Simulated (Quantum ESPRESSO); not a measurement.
# Li3TeBr (Pm-3m): phonons by linear response, part 2 of 3

How does Li3TeBr (Pm-3m) vibrate, and is this structure a minimum?

Quantum ESPRESSO 7.5; DFT LDA, scalar-relativistic, plane waves, PseudoDojo norm-conserving pseudopotentials.

So far. Step 2 (A first look): A gap of 2.5 eV opens on this mesh, so the crystal is taken as an insulator; the start stands at -3.5 GPa. Step 4 (Ground state): The cell stands at -0.004 GPa, close enough for phonons. The relaxed cell has a = 5.072 Å (conventional setting).

The structure was built from a prototype and need not be the compound's stable phase.

**5. Phonons on a q mesh**

Linear response treats each wavevector in the unit cell, with no supercell; the 2×2×2 mesh fixes the range of the force constants to be had.

The input, ph.in:

```
phonons
 &inputph
    prefix='x',
    outdir='./tmp',
    fildyn='x.dyn',
    tr2_ph=1.0d-18,
    epsil=.true.,
    ldisp=.true.,
    nq1=2,
    nq2=2,
    nq3=2,
 /
```

Launch:

```sh
$ OMP_NUM_THREADS=1 mpirun -n 4 ph.x -nk 4 -in ph.in > ph.out
```

Numbers of over 12 decimals in the logs are rounded to 6 here.

Output:

```text
[banners, grids, parts of the stress and lines that vanish by symmetry left out]
[banner, memory and clock lines left out]
Program PHONON v.7.5

[...]
Exchange-correlation= PW
                           (   1   4   0   0   0   0   0)
[...]
(   4 q-points):
[...]
kinetic-energy cut-off    =      82.0000  Ry
     charge density cut-off    =     328.0000  Ry
     convergence threshold     =      1.0E-18
[...]
Exchange-correlation= PW
                           (   1   4   0   0   0   0   0)
[...]
q = (   0.0000000   0.0000000   0.0000000 )
     49 Sym.Ops. (with q -> -q+G )
     G cutoff =  763.1922  (  88423 G-vectors)     FFT grid: ( 60, 60, 60)
     number of k points=    10
[...]
Mode symmetry, O_h (m-3m)  point group:
[...]
Dielectric constant
[...]
End of electric fields calculation
          Dielectric constant in cartesian axis
          (       3.822879471       0.000000000       0.000000000 )
          (       0.000000000       3.822879471       0.000000000 )
          (       0.000000000       0.000000000       3.822879471 )
          Effective charges (d Force / dE) in cartesian axis without acoustic sum rule applied (asr)
           atom    1  Br    Mean Z*:       -1.64285
      Ex  (       -1.64285        0.00000        0.00000 )
      Ey  (        0.00000       -1.64285        0.00000 )
      Ez  (        0.00000        0.00000       -1.64285 )
           atom    2  Te    Mean Z*:       -1.51964
      Ex  (       -1.51964        0.00000        0.00000 )
      Ey  (        0.00000       -1.51964        0.00000 )
      Ez  (        0.00000        0.00000       -1.51964 )
           atom    3  Li    Mean Z*:        1.04822
      Ex  (        0.92389        0.00000        0.00000 )
      Ey  (        0.00000        0.92389        0.00000 )
      Ez  (        0.00000        0.00000        1.29687 )
           atom    4  Li    Mean Z*:        1.04822
      Ex  (        0.92389        0.00000        0.00000 )
      Ey  (        0.00000        1.29687        0.00000 )
      Ez  (        0.00000        0.00000        0.92389 )
           atom    5  Li    Mean Z*:        1.04822
      Ex  (        1.29687        0.00000        0.00000 )
      Ey  (        0.00000        0.92389        0.00000 )
      Ez  (        0.00000        0.00000        0.92389 )
          Effective charges Sum: Mean:       -0.01784
[...]
Effective charges (d Force / dE) in cartesian axis with asr applied:
           atom    1  Br    Mean Z*:       -1.63929
[...]
atom    2  Te    Mean Z*:       -1.51607
[...]
atom    3  Li    Mean Z*:        1.05178
[...]
atom    4  Li    Mean Z*:        1.05178
[...]
atom    5  Li    Mean Z*:        1.05178
[...]
Representation #   1 modes #   1   2   3
[...]
End of self-consistent calculation
     Convergence has been achieved
     Representation #   2 modes #   4   5   6
[...]
End of self-consistent calculation
     Convergence has been achieved
     Representation #   3 modes #   7   8   9
[...]
End of self-consistent calculation
     Convergence has been achieved
     Representation #   4 modes #  10  11  12
[...]
End of self-consistent calculation
     Convergence has been achieved
[...]
Convergence has been achieved
[...]
Dielectric constant in cartesian axis
          (       3.822879471       0.000000000       0.000000000 )
          (       0.000000000       3.822879471       0.000000000 )
          (       0.000000000       0.000000000       3.822879471 )
          Effective charges (d Force / dE) in cartesian axis without acoustic sum rule applied (asr)
           atom    1  Br    Mean Z*:       -1.64285
      Ex  (       -1.64285        0.00000        0.00000 )
      Ey  (        0.00000       -1.64285        0.00000 )
      Ez  (        0.00000        0.00000       -1.64285 )
           atom    2  Te    Mean Z*:       -1.51964
      Ex  (       -1.51964        0.00000        0.00000 )
      Ey  (        0.00000       -1.51964        0.00000 )
      Ez  (        0.00000        0.00000       -1.51964 )
           atom    3  Li    Mean Z*:        1.04822
      Ex  (        0.92389        0.00000        0.00000 )
      Ey  (        0.00000        0.92389        0.00000 )
      Ez  (        0.00000        0.00000        1.29687 )
           atom    4  Li    Mean Z*:        1.04822
      Ex  (        0.92389        0.00000        0.00000 )
      Ey  (        0.00000        1.29687        0.00000 )
      Ez  (        0.00000        0.00000        0.92389 )
           atom    5  Li    Mean Z*:        1.04822
      Ex  (        1.29687        0.00000        0.00000 )
      Ey  (        0.00000        0.92389        0.00000 )
      Ez  (        0.00000        0.00000        0.92389 )
          Effective charges Sum: Mean:       -0.01784
[...]
Effective charges (d Force / dE) in cartesian axis with asr applied:
           atom    1  Br    Mean Z*:       -1.63929
[...]
atom    2  Te    Mean Z*:       -1.51607
[...]
atom    3  Li    Mean Z*:        1.05178
[...]
atom    4  Li    Mean Z*:        1.05178
[...]
atom    5  Li    Mean Z*:        1.05178
[...]
Effective charges (d P / du) in cartesian axis
[...]
q = (    0.000000000   0.000000000   0.000000000 )
[...]
freq (    1) =      -5.060736 [THz] =    -168.807974 [cm-1]
     freq (    2) =      -5.060736 [THz] =    -168.807974 [cm-1]
     freq (    3) =      -5.060736 [THz] =    -168.807974 [cm-1]
     freq (    4) =      -4.997268 [THz] =    -166.690918 [cm-1]
     freq (    5) =      -4.997268 [THz] =    -166.690918 [cm-1]
     freq (    6) =      -4.997268 [THz] =    -166.690918 [cm-1]
     freq (    7) =      -0.064710 [THz] =      -2.158487 [cm-1]
     freq (    8) =      -0.064710 [THz] =      -2.158487 [cm-1]
     freq (    9) =      -0.064710 [THz] =      -2.158487 [cm-1]
     freq (   10) =       1.738553 [THz] =      57.991886 [cm-1]
     freq (   11) =       1.738553 [THz] =      57.991886 [cm-1]
     freq (   12) =       1.738553 [THz] =      57.991886 [cm-1]
     freq (   13) =      15.825791 [THz] =     527.891560 [cm-1]
     freq (   14) =      15.825791 [THz] =     527.891560 [cm-1]
[...]
Mode symmetry, O_h (m-3m)  point group:
     freq (   1-   3) =       -168.8  [cm-1]   --> T_1u G_15  G_4- I
     freq (   4-   6) =       -166.7  [cm-1]   --> T_2u G_25  G_5-
     freq (   7-   9) =         -2.2  [cm-1]   --> T_1u G_15  G_4- I
     freq (  10-  12) =         58.0  [cm-1]   --> T_1u G_15  G_4- I
     freq (  13-  15) =        527.9  [cm-1]   --> T_1u G_15  G_4- I
[...]
Mode symmetry, D_4h(4/mmm) point group:
[...]
Representation #   1 mode #   1
[...]
Convergence has been achieved
     Representation #   2 mode #   2
[...]
Convergence has been achieved
     Representation #   3 mode #   3
[...]
Convergence has been achieved
     Representation #   4 modes #   4   5
[...]
Convergence has been achieved
     Representation #   5 modes #   6   7
[...]
Convergence has been achieved
     Representation #   6 modes #   8   9
[...]
Convergence has been achieved
     Representation #   7 mode #  10
[...]
Convergence has been achieved
[...]
Convergence has been achieved
     Representation #   9 modes #  12  13
[...]
Convergence has been achieved
[...]
q = (    0.000000000   0.000000000  -0.500000000 )
[...]
Mode symmetry, D_4h(4/mmm) point group:
     freq (   1-   2) =       -157.1  [cm-1]   --> E_u  X_5' M_5'
     freq (   3-   4) =       -154.2  [cm-1]   --> E_g  X_5  M_5
     freq (   5-   5) =       -151.8  [cm-1]   --> B_1g X_2  M_2
     freq (   6-   7) =         37.4  [cm-1]   --> E_g  X_5  M_5
     freq (   8-   9) =         42.0  [cm-1]   --> E_u  X_5' M_5'
     freq (  10-  10) =         46.7  [cm-1]   --> A_1g X_1  M_1
     freq (  11-  11) =         49.1  [cm-1]   --> A_2u X_4' M_4'
     freq (  12-  12) =        127.3  [cm-1]   --> A_1g X_1  M_1
     freq (  13-  14) =        527.9  [cm-1]   --> E_g  X_5  M_5
     freq (  15-  15) =        533.5  [cm-1]   --> A_2u X_4' M_4'
[...]
Mode symmetry, D_4h(4/mmm) point group:
[...]
Representation #   8 mode #   9
[...]
Convergence has been achieved
     Representation #  11 modes #  14  15
[...]
Convergence has been achieved
[...]
q = (    0.000000000  -0.500000000  -0.500000000 )
[...]
Mode symmetry, D_4h(4/mmm) point group:
     freq (   1-   1) =       -191.5  [cm-1]   --> B_1g X_2  M_2
     freq (   2-   3) =       -170.3  [cm-1]   --> E_u  X_5' M_5'
     freq (   4-   5) =       -136.7  [cm-1]   --> E_g  X_5  M_5
     freq (   6-   6) =        -29.8  [cm-1]   --> A_2u X_4' M_4'
     freq (   7-   7) =         33.7  [cm-1]   --> B_1u X_2' M_2'
     freq (   8-   9) =         53.0  [cm-1]   --> E_u  X_5' M_5'
     freq (  10-  11) =        121.7  [cm-1]   --> E_u  X_5' M_5'
     freq (  12-  12) =        191.1  [cm-1]   --> A_1g X_1  M_1
     freq (  13-  13) =        502.1  [cm-1]   --> A_2g X_4  M_4
     freq (  14-  14) =        527.7  [cm-1]   --> B_1u X_2' M_2'
     freq (  15-  15) =        559.2  [cm-1]   --> B_2g X_3  M_3
[...]
Mode symmetry, O_h (m-3m)  point group:
[...]
Convergence has been achieved
     Representation #   2 mode #   4
[...]
Convergence has been achieved
     Representation #   3 modes #   5   6
[...]
Convergence has been achieved
[...]
Convergence has been achieved
     Representation #   5 modes #  10  11  12
[...]
End of self-consistent calculation
     Convergence has been achieved
     Representation #   6 modes #  13  14  15
[...]
End of self-consistent calculation
     Convergence has been achieved
[...]
q = (   -0.500000000  -0.500000000  -0.500000000 )
[...]
freq (    8) =       3.570053 [THz] =     119.084147 [cm-1]
     freq (    9) =       3.570053 [THz] =     119.084147 [cm-1]
     freq (   10) =       3.609561 [THz] =     120.402003 [cm-1]
     freq (   11) =       3.609561 [THz] =     120.402003 [cm-1]
     freq (   12) =       3.609561 [THz] =     120.402003 [cm-1]
     freq (   13) =      15.057970 [THz] =     502.279826 [cm-1]
     freq (   14) =      15.057970 [THz] =     502.279826 [cm-1]
     freq (   15) =      17.072110 [THz] =     569.464299 [cm-1]
[...]
Mode symmetry, O_h (m-3m)  point group:
     freq (   1-   3) =       -194.2  [cm-1]   --> T_2u G_25  G_5-
     freq (   4-   6) =       -134.4  [cm-1]   --> T_1u G_15  G_4-
     freq (   7-   9) =        119.1  [cm-1]   --> T_1u G_15  G_4-
     freq (  10-  12) =        120.4  [cm-1]   --> T_2g G_25' G_5+
     freq (  13-  14) =        502.3  [cm-1]   --> E_u  G_12' G_3-
     freq (  15-  15) =        569.5  [cm-1]   --> A_2u G_2'  G_2-
```

Wall time 35 min (4 MPI ranks of Arm Neoverse V1, shared host).

Read from the output:

```yaml
miss_of_the_charge_sum_rule: 0.01784 e
largest_acoustic_frequency_at_the_zone_centre_before_the_sum_rule: -2.16 cm⁻¹
highest_optical_zone_centre_mode_no_lo_to_term: 527.9 cm⁻¹
lowest_optical_zone_centre_mode: -168.8 cm⁻¹
mean_high_frequency_dielectric_constant: 3.823
largest_born_charge_in_size_third_of_the_trace: 1.643 e
lowest_mode_on_the_q_mesh_acoustic_ones_at_the_zone_centre_apart: -194.2 cm⁻¹
```

Frequencies (cm⁻¹) at each irreducible wavevector; negative means imaginary. Frequencies by wavevector:

```csv
q (fractions),star,mode 1,mode 2,mode 3,mode 4,mode 13,mode 14,mode 15
0 0 0,1,-168.8,-168.8,-168.8,-166.7,527.9,527.9,527.9
0 0 -0.5,3,-157.1,-157.1,-154.2,-154.2,527.9,527.9,533.5
0 -0.5 -0.5,3,-191.5,-170.3,-170.3,-136.7,502.1,527.7,559.1
-0.5 -0.5 -0.5,1,-194.2,-194.2,-194.2,-134.4,502.3,502.3,569.5
```

Born charge (rows field, columns displacement), before the sum rule (e), principal values of the symmetric part by kind of site:

```csv
atom,atoms with these values,low,middle,high,mean
Br1,1,-1.64,-1.64,-1.64,-1.64
Te2,1,-1.52,-1.52,-1.52,-1.52
Li3,3,0.92,0.92,1.30,1.05
```

In full for Li3:

```
0.92 0.00 0.00
0.00 0.92 0.00
0.00 0.00 1.30
```

High-frequency dielectric tensor:

```
3.82 0.00 0.00
0.00 3.82 0.00
0.00 0.00 3.82
```

The acoustic modes at Γ come out as far as 2.2 cm⁻¹ from zero, where they should vanish, a small numerical error; the Born charges miss their sum rule by 0.018 e, which is good. The lowest optical mode is imaginary, 169i cm⁻¹, an instability at this level and on this k mesh.

**6. Force constants in real space**

The dynamical matrices of the mesh are Fourier-transformed to force constants in real space, after the long-range dipole part is taken out.

The input, q2r.in:

```
 &input
    fildyn='x.dyn',
    zasr='simple',
    flfrc='x.fc',
 /
```

Launch:

```sh
$ q2r.x < q2r.in > q2r.out
```

Output:

```text
[banners, grids, parts of the stress and lines that vanish by symmetry left out]
[banner, memory and clock lines left out]
Program Q2R v.7.5

  reading grid info from file x.dyn0

  reading force constants from file x.dyn1
 macroscopic fields = T
   3.82288   0.00000   0.00000
   0.00000   3.82288   0.00000
[...]
na=            1
[...]
na=            2
[...]
na=            3
[...]
na=            4
[...]
na=            5
[...]
0.00000   0.92389   0.00000
   0.00000   0.00000   0.92389
  alpha Ewald:    2.326805
  nqs=            1
 q=   0.00000000  0.00000000  0.00000000
  reading force constants from file x.dyn2
  alpha Ewald:    2.326805
  nqs=            3
 q=   0.00000000  0.00000000 -0.50000000
[...]
reading force constants from file x.dyn3
  alpha Ewald:    2.326805
  nqs=            3
[...]
q=  -0.50000000  0.00000000 -0.50000000
  reading force constants from file x.dyn4
  alpha Ewald:    2.326805
  nqs=            1
 q=  -0.50000000 -0.50000000 -0.50000000

      q-space grid ok, #points =    8

      fft-check success (sum of imaginary terms < 10^-12)
```

Run time: 0.47 s. Hardware: 1 thread.

**7. Dispersion**

From the force constants any wavevector is cheap; points of the mesh come back as solved, but for the sum rule and, in polar crystals, the LO-TO term at Γ; the rest is interpolation.

The input, matdyn.in:

```
 &input
    asr='simple',
    flfrc='x.fc',
    flfrq='x.freq',
    flvec='x.modes',
    q_in_band_form=.true.,
    q_in_cryst_coord=.true.,
 /
8
  0.0000000   0.0000000   0.0000000  12  ! GAMMA
  0.0000000   0.5000000   0.0000000  12  ! X
  0.5000000   0.5000000   0.0000000  12  ! M
  0.0000000   0.0000000   0.0000000  12  ! GAMMA
  0.5000000   0.5000000   0.5000000  12  ! R
  0.0000000   0.5000000   0.0000000   1  ! X
  0.5000000   0.5000000   0.5000000  12  ! R
  0.5000000   0.5000000   0.0000000   1  ! M
```

Launch:

```sh
$ matdyn.x -in matdyn.in > matdyn.out
```

Output:

```text
[banner, memory and clock lines left out]
Program MATDYN v.7.5

 mass for atomic type   1 not given; uses mass from file x.fc
 mass for atomic type   2 not given; uses mass from file x.fc
 mass for atomic type   3 not given; uses mass from file x.fc
```

Wall time 0.66 s (1 thread).

Numbers from this step:

| Item | Value |
| --- | --- |
| lowest frequency on the path | -194.2 cm⁻¹ |

Matdyn.x, sum rule simple. Phonon branches along the path, in cm⁻¹:

```csv
point,branch 1,branch 2,branch 3,branch 4,branch 12,branch 13,branch 14,branch 15
Γ,-169,-169,-167,-167,59,528,528,552
halfway,-163,-163,-160,-160,93,528,528,543
X,-157,-157,-154,-154,127,528,528,534
halfway,-190,-162,-149,-148,145,509,528,553
M,-192,-170,-170,-137,191,502,528,559
halfway,-188,-161,-156,-153,108,514,528,553
Γ,-169,-169,-167,-167,59,528,528,552
halfway,-183,-182,-182,-120,104,515,515,560
R,-194,-194,-194,-134,120,502,502,570
halfway,-188,-184,-176,-139,127,507,516,562
X,-157,-157,-154,-154,127,528,528,534
jump to R,-194,-194,-194,-134,120,502,502,570
halfway,-193,-185,-185,-135,148,502,513,566
M,-192,-170,-170,-137,191,502,528,559
```

The path dips to 194i cm⁻¹.

**8. Density of states**

Sums over the zone need many more wavevectors than were solved, so the interpolation is sampled on a dense mesh.

The input, matdyn.in:

```
 &input
    asr='simple',
    flfrc='x.fc',
    dos=.true.,
    fldos='x.dos',
    nk1=9,
    nk2=9,
    nk3=9,
    deltaE=1.0,
 /
```

Launch:

```sh
$ matdyn.x -in matdyn.in > matdyn.out
```

Output:

```text
[banner, memory and clock lines left out]
Program MATDYN v.7.5

 mass for atomic type   1 not given; uses mass from file x.fc
 mass for atomic type   2 not given; uses mass from file x.fc
 mass for atomic type   3 not given; uses mass from file x.fc
```

Elapsed: 9.3 s, on 1 thread.

Numbers from this step:

- share of modes beyond 3i cm⁻¹ on the dense interpolated mesh: 0.3702

The phonon density of states has structure finer than the step of the table below, so its rows give means over 25 cm⁻¹, whole bins alone (the curve runs from -193 to 567 cm⁻¹). Peaks (cm⁻¹: height): total -188.3: 0.0993, -168.3: 0.0998, 56.7: 0.0911, 526.7: 0.116; Br -133.3: 0.0171, 56.7: 0.0517; Li -188.3: 0.0987, -168.3: 0.0947, -138.3: 0.0663, 526.7: 0.111; Te 46.7: 0.0320, 116.7: 0.0505.

Tetrahedra. The phonon density of states by wavenumber; means over each step; values in 1/cm⁻¹/cell:

```csv
wavenumber (cm⁻¹),total,Br,Li,Te
-175,0.0817,0.00256,0.0791,1.0e-4
-150,0.0548,0.00348,0.0513,4.1e-5
-125,0.0399,0.0100,0.0298,4.2e-5
-100,0.00308,0.00170,0.00138,2.2e-6
-75,0.00391,0.00290,0.00100,1.1e-5
-50,0.00612,0.00508,0.00101,2.4e-5
-25,0.00796,0.00691,9.2e-4,1.3e-4
0,0.00827,0.00604,0.00114,0.00109
25,0.0195,0.00960,0.00277,0.00714
50,0.0695,0.0355,0.00779,0.0263
75,0.0561,0.0211,0.0109,0.0240
100,0.0526,0.00985,0.0118,0.0310
125,0.0384,0.00419,0.0117,0.0225
150,0.00763,6.6e-4,0.00642,5.5e-4
175,0.00293,7.4e-5,0.00284,1.3e-5
200,3.5e-5,0,3.5e-5,0
225,0,0,0,0
250,0,0,0,0
275,0,0,0,0
300,0,0,0,0
325,0,0,0,0
350,0,0,0,0
375,0,0,0,0
400,0,0,0,0
425,0,0,0,0
450,0,0,0,0
475,0,0,0,0
500,0.0305,0,0.0302,3.1e-4
525,0.0533,1.6e-7,0.0514,0.00188
550,0.0323,1.9e-5,0.0316,6.0e-4
```

**9. Modes with the sum rule**

A rigid shift of the crystal must cost nothing, but grids and finite bases break this; the acoustic sum rule is imposed before the matrix is diagonalised again. With Born charges the intensities follow; a static dielectric tensor has no meaning with imaginary modes.

The input, dynmat.in:

```
 &input
    fildyn='x.dyn1',
    asr='simple',
    fileig='dynmat.eig',
    lperm=.true.,
 /
```

Launch:

```sh
$ dynmat.x -in dynmat.in > dynmat.out
```

Output:

```text
[banner, memory and clock lines left out]
Program DYNMAT v.7.5

     Reading Dynamical Matrix from file x.dyn1
     ...Force constants read
     ...epsilon and Z* read
     A direction for q was not specified:TO-LO splitting will be absent

     Polarizability (A^3 units)
     multiply by 0.515209 for Clausius-Mossotti correction
        29.306610    0.000000    0.000000
         0.000000   29.306610    0.000000
         0.000000    0.000000   29.306610

     IR activities are in (D/A)^2/amu units

# mode   [cm-1]    [THz]      IR
    1   -168.77   -5.0595    6.8493
    2   -168.77   -5.0595    6.8493
    3   -168.77   -5.0595    6.8493
    4   -166.64   -4.9959    0.0000
    5   -166.64   -4.9959    0.0000
    6   -166.64   -4.9959    0.0000
    7      0.00    0.0000    0.0000
    8      0.00    0.0000    0.0000
    9      0.00    0.0000    0.0000
   10     58.03    1.7396    0.0062
   11     58.03    1.7396    0.0062
   12     58.03    1.7396    0.0062
   13    527.90   15.8261    5.6771
   14    527.90   15.8261    5.6771
   15    527.90   15.8261    5.6771

Electronic dielectric permittivity tensor (relative, adimensional)
         3.822879    0.000000    0.000000
         0.000000    3.822879    0.000000
         0.000000    0.000000    3.822879

 ... with zone-center polar mode contributions
         4.185811    0.000000    0.000000
         0.000000    4.185811    0.000000
         0.000000    0.000000    4.185811

[end of the log left out, with the tail of the file of modes that dynmat.x writes under the same name]
```

Elapsed: 0.44 s, on 1 thread.

Unit eigenvectors of the mass-weighted matrix after the sum rule; no LO-TO term. Modes at Γ, with each element's share of the kinetic energy (negative means imaginary):

```csv
mode,frequency (cm⁻¹),Br %,Te %,Li %
1,-168.8,10,0,90
2,-168.8,10,0,90
3,-168.8,10,0,90
4,-166.6,0,0,100
5,-166.6,0,0,100
6,-166.6,0,0,100
7,0.0,35,56,9
8,0.0,35,56,9
9,0.0,35,56,9
10,58.0,55,39,6
11,58.0,55,39,6
12,58.0,55,39,6
13,527.9,0,5,95
14,527.9,0,5,95
15,527.9,0,5,95
```

Displacements in mode 2 (-168.8 cm⁻¹), the largest set to 1:
```
Br1  0.00  0.00 -0.14
Te2  0.00  0.00 -0.02
Li3  0.00 -0.01  0.02
Li4  0.00  0.00  1.00
Li5  0.00 -0.01  1.00
```

Displacements in mode 12 (58.0 cm⁻¹), the largest set to 1:
```
Br1 -0.41  0.23  1.00
Te2  0.27 -0.16 -0.66
Li3 -0.26  0.15 -0.58
Li4 -0.26 -0.13  0.64
Li5  0.24  0.15  0.64
```

Degenerate modes summed, no LO-TO term; imaginary modes left out. Infrared lines, with heights relative to the strongest:

```csv
position (cm⁻¹),lines merged,"IR intensity, relative"
58,3,0.1
528,3,100
```

The rule moves no optical mode by more than 0.1 cm⁻¹.

(Part 2 of 3 ends here.)

[Host names and launcher messages were left out of these logs when they were recorded.]

[Logs are printed without paths, hosts, clocks, repeated set-up lines and the standing remarks that a program may print on its own settings, such as how far it seeks lower states.]

[Hosts, paths, dates, database ids (printed as entryN), source tags and the programs' standing remarks are cut or masked in the printed files.]
